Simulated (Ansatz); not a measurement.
# BaTiO3 (Barioperovskite): how G0W0 depends on its starting point, part 2 of 2

One-shot GW is not self-consistent; how far does the start matter for BaTiO3 (Barioperovskite)?

Ansatz 0.2.0; G0W0 on several functionals, plane waves, PAW. Known limits of the many-body steps: not at the basis limit; no spin-orbit coupling; coarse k mesh.

So far. Step 2 (G0W0 on LDA): The gap on the mesh goes from 1.82 eV to 3.41 eV, a correction of +1.59 eV. Between the two edge states, bare exchange in place of the xc potential would open the gap by 12.80 eV, and correlation takes back 11.21 eV.

In doubt: masses and optical values from hybrid runs of this build are listed as unsure (step 4), which bears on the screening that GW takes from such a start.

### Step 3. G0W0 on r2SCAN

One-shot GW remembers its start. Another functional's orbitals and levels show by how much.

This step: G0W0 on r2SCAN, plane waves, PAW.

input.yaml

```yaml
crystal:
  lattice:
    - [3.9855, 0.0, 0.0]
    - [0.0, 2.8369, 2.84515]
    - [0.0, -2.8369, 2.84515]
  atoms:
    - { symbol: Ba, position: [0.0, 0.0, 0.0] }
    - { symbol: Ti, position: [0.5, 0.5124, 0.5124] }
    - { symbol: O, position: [0.0, 0.4874, 0.4874] }
    - { symbol: O, position: [0.5, 0.50524, 0.99184] }
    - { symbol: O, position: [0.5, 0.99184, 0.50524] }
kpoints:
  mp_grid: { grid: [4, 4, 4] }
hamiltonian:
  xc: r2scan
  pseudopotentials: { kind: paw, azcp: { folder: "./paw" } }
scf:
  occupations: { method: fixed }
gw:
  n_empty_bands: 236
  ecut_chi: 138
  qp_bands: [v2, c2]
  qp_kpoints: band_edges
  screening: { model: contour_deformation }
```

On the command line:

```console
> ansatz run input.yaml --threads 3 --pin off --max-ram 92160MiB --backend cuda --events-out ev --progress --plain --runs-dir out --devices 1 --max-vram 13GiB
```

Numbers of over 12 decimals in the logs are rounded to 6 here.

The program printed:

```text
GPUs: using 1 of 1 available (devices: 1).
[...]
GPU FFT provider: cuFFT
GPU libraries: cuBLAS 13.8.2, cuFFT 12.4.0, cuSOLVER 12.3.4
Crystal: 5 atoms, lattice volume = 64.337 Å³
Basis set: ecut = 500 eV, 1639 PW (Γ), exchange–correlation on 120×120×120 points (64 copies of the dense FFT grid, shifted against one another)
Bands: 25, of which v1, the nominal top of the filled ones, is band 20 counted from 1 (19 counted from 0)
Symmetry: 4 space group operations
[...]
k-points: 21 of 64 (time reversal used)
[...]
GPU buffer pool allocated for 27000 grid points (all kernels)
[...]
SCF iter   1: F=—  HF=-10183.822430 eV  |F-HF|=—  |Δ(HF+E_count)|=         —  Δρ=5.61e-2  dr2=2.52e0  dr2_τ=2.57e-1  ethr=3.10e-3  ⟨swp⟩=4.6  Hψ=2024  notcnv=0  defer=37
[...]
SCF iter  10: F=-10183.922885 eV  HF=-10183.922885 eV  |F-HF|=5.71e-9  |Δ(HF+E_count)|=   4.31e-8  Δρ=3.70e-6  dr2=7.35e-9  dr2_τ=1.99e-10  ethr=2.50e-10  ⟨swp⟩=7.3  Hψ=1950  notcnv=0
SCF 1 converged in 10 iterations: F = -10183.922885 eV  dr2 = 7.35e-9
[...]
NSCF: frozen V_eff on 21 k-points, pencils in batches of 32, up to order 100
[...]
NSCF: frozen V_eff on 21 k-points
G₀W₀ screening: q 1/21
[... further progress lines ...]
[...]
SCF converged after 10 iterations
Free energy (F): -10183.922885 eV
[...]
Internal energy: -10183.922885 eV  (E = F + TS)
E sigma→0 (E₀):  -10183.922885 eV
Fermi energy:    9.912673 eV
[...]
--- Band table (eV; the first three rows and the last of 21) ---
  k-point 0: bands = [... 16 lower, 8.7756, 9.6069, 9.6959, 9.7391, 12.1717, 12.2292, 12.3785, 14.2741, ... 1 higher]
  k-point 1: bands = [... 16 lower, 8.4816, 8.7138, 9.3393, 9.4307, 12.3193, 13.0645, 13.1178, 14.3040, ... 1 higher]
  k-point 2: bands = [... 16 lower, 8.0930, 8.2697, 9.1158, 9.1844, 12.3796, 13.8091, 13.8366, 14.3008, ... 1 higher]
  k-point 20: bands = [... 16 lower, 7.5658, 9.8645, 9.9019, 9.9127, 14.4489, 14.4904, 14.5030, 17.2658, ... 1 higher]
[...]
0    19      9.6959   -25.9947     4.2596   -21.6829  0.7344     9.6436     9.6437  root
     0    20      9.7391   -26.0742     4.3003   -21.7255  0.7347     9.6907     9.6907  root
     0    21     12.1717   -12.5892    -6.4324   -20.0262  0.7396    13.1953    13.1763  root
     0    22     12.2292   -12.6864    -6.3512   -20.0482  0.7391    13.2592    13.2398  root
     1    19      9.3393   -25.4848     4.1390   -21.2680  0.7315     9.2614     9.2616  root
     1    20      9.4307   -25.7883     4.2878   -21.4327  0.7322     9.3628     9.3630  root
     1    21     12.3193   -12.9183    -6.4324   -20.3755  0.7360    13.3645    13.3441  root
     1    22     13.0645   -13.8637    -6.4841   -21.4200  0.7201    14.1630    14.1367  root
[...]
20    19      9.9019   -25.9179     4.6432   -21.2325  0.7251     9.8598     9.8598  root
    20    20      9.9127   -25.9141     4.6375   -21.2369  0.7251     9.8730     9.8730  root
    20    21     14.4489   -14.5574    -7.5778   -23.2437  0.6794    15.6006    15.5574  root
    20    22     14.4904   -14.5752    -7.6378   -23.3247  0.6775    15.6469    15.6021  root
```

Elapsed: 30 s, on 1 × NVIDIA H100 80GB HBM3 (shared by 6 runs) with 3 threads of AMD EPYC 7R13 (Zen 3), shared host; peak memory 1.5 GiB.

This step gave:

```yaml
bands_summed: 256
rpa_eps_infinity_on_this_mesh_eigenvalues: 5.578, 5.631, 5.672
plane_waves_in_the_screening_matrix: 251
q_points_in_the_mesh: 64
g0w0_gap_on_the_mesh: 3.303 eV
k_of_the_valence_top: -0.5, -0.5, -0.5
k_of_the_conduction_bottom: 0, 0, 0
starting_gap_on_the_mesh: 2.259 eV
z_at_the_valence_top: 0.7251
z_at_the_conduction_bottom: 0.7396
least_direct_g0w0_gap_on_the_computed_points: 3.486 eV
```

Against the run with 4×4×4 mesh, 236 empty bands, screening to 138 eV on LDA, the gap moves by −0.11 eV, while the start moved by +0.44 eV.

### Step 4. G0W0 on HSE06

This step: G0W0 on HSE06, plane waves, PAW.

input.yaml: that of step 3 with these lines changed.

```diff
@@ -14,3 +14,3 @@
 hamiltonian:
-  xc: r2scan
+  xc: hse06
   pseudopotentials: { kind: paw, azcp: { folder: "./paw" } }
```

The program printed:

```text
GPUs: using 1 of 1 available (devices: 1).
[...]
davidson cushion auto → on  (no smearing: the cushion is to keep the highest requested band from converging to the state above it; pin scf.eigensolver.cushion to override)
[...]
GPU FFT provider: cuFFT
GPU libraries: cuBLAS 13.8.2, cuFFT 12.4.0, cuSOLVER 12.3.4
Crystal: 5 atoms, lattice volume = 64.337 Å³
Basis set: ecut = 420 eV, 1249 PW (Γ)
[...]
1    21     12.6776   -12.3233    -6.0524   -18.9840  0.7702    13.2906    13.2859  root
     1    22     13.5000   -13.2703    -6.1040   -20.0077  0.7564    14.1391    14.1333  root
[...]
20    19      9.1901   -25.9264     4.3472   -21.8891  0.7579     9.4988     9.5000  root
    20    20      9.2031   -25.9238     4.3430   -21.8917  0.7579     9.5128     9.5141  root
    20    21     15.0931   -14.1491    -7.0308   -21.7723  0.7203    15.6929    15.6855  root
    20    22     15.1458   -14.1895    -7.0906   -21.8719  0.7181    15.7453    15.7377  root
[key lines of the parts left out:]
Free energy (F): -10163.600678 eV
Fermi energy:    9.203120 eV
```

It took 63 s on 1 × NVIDIA H100 80GB HBM3 (shared by 6 runs) with 3 threads; peak memory 1.6 GiB.

Numbers from this step:

| Quantity | Value |
| --- | --- |
| bands summed | 256 |
| RPA ε∞ on this mesh (eigenvalues) | 4.616, 4.653, 4.676 |
| plane waves in the screening matrix | 251 |
| G0W0 gap on the mesh | 3.597 eV |
| k of the valence top | -0.5, -0.5, -0.5 |
| k of the conduction bottom | 0, 0, 0 |
| starting gap on the mesh | 3.313 eV |
| least direct G0W0 gap on the computed points | 3.787 eV |

Against the run with 4×4×4 mesh, 236 empty bands, screening to 138 eV on r2SCAN, the gap moves by +0.29 eV, while the start moved by +1.05 eV.

### Step 5. The starts together

All on the 4×4×4 mesh with 236 empty bands and screening to 138 eV. Times are wall times on 1 × NVIDIA H100 80GB HBM3 (shared by 6 runs) with 3 threads of AMD EPYC 7R13 (Zen 3), shared host, good to a factor of about two.

```
 start  starting gap (eV)  shift (eV)  G0W0 gap (eV)  RPA ε∞ (harmonic mean)  Z (valence, conduction)  time
   LDA               1.82       +1.59           3.41                    6.56               0.71, 0.73  25 s
r2SCAN               2.26       +1.04           3.30                    5.63               0.73, 0.74  30 s
 HSE06               3.31       +0.28           3.60                    4.65               0.76, 0.77  63 s
```

The parts of the quasiparticle energy at the two band edges (eV; QP = start + Σx + Σc − Vxc):

```
   run               edge  start      Σx     Σc     Vxc     Z     QP
   LDA        valence top   9.84  -25.75   4.67  -20.90  0.71   9.66
   LDA  conduction bottom  11.66  -12.63  -6.53  -20.57  0.73  13.07
r2SCAN        valence top   9.91  -25.91   4.64  -21.24  0.73   9.87
r2SCAN  conduction bottom  12.17  -12.59  -6.43  -20.03  0.74  13.18
 HSE06        valence top   9.20  -25.92   4.34  -21.89  0.76   9.51
 HSE06  conduction bottom  12.52  -12.02  -6.02  -18.64  0.77  13.11
```

For a hybrid start, Vxc holds its share of exact exchange.

### Step 6. Summary of results

```yaml
g0w0_lda: 3.41 eV (start 1.82 eV)
g0w0_r2scan: 3.30 eV (start 2.26 eV)
g0w0_hse06: 3.60 eV (start 3.31 eV)
known_limits: not at the basis limit; no spin-orbit coupling; coarse k mesh
```

The starting gaps span 1.49 eV and the G0W0 gaps 0.29 eV. Between LDA and HSE06, 0.19 eV of the 1.49 eV survives, 12 %. The order is not kept throughout: r2SCAN starts 0.44 eV above LDA and ends 0.11 eV below it, so orbitals matter beside the gap. HSE06 screens less than LDA (ε∞ 4.65 against 6.56). Of the 0.19 eV by which its G0W0 gap is higher, the correlation part gives +0.84 eV, and exchange with the one-particle terms, which follow the orbitals, −0.66 eV. The smallest correction, +0.28 eV, is on HSE06, the start nearest to reproducing itself. Bands and cutoff are finite, so the gap is not at the basis limit. The miss can reach some tenths of an eV and take either sign; the mesh is an error of its own. The 4×4×4 mesh is coarse for this cell (its supercell is 16 Å along the shortest edge). The RPA ε∞ on it, from the LDA start, is 6.50, 6.56 and 6.62; such meshes misread the long-range screening, most where the gap is narrow. The many-body steps are scalar-relativistic: spin-orbit coupling is not in them.

[Paths, hosts, dates, memory and timing lines, banners, echoed tables and standing remarks are left out of the program output.]

[Logs are printed without paths, hosts, clocks, repeated set-up lines and the standing remarks that a program may print on its own settings, such as how far it seeks lower states.]

[Runs of the session that timed out or met a known fault of the program may be left out.]

[Cells called generated may have been cut or substituted from an entry of the Crystallography Open Database or the Materials Project.]

[Hosts, paths, dates, database ids (printed as entryN), source tags and the programs' standing remarks are cut or masked in the printed files.]
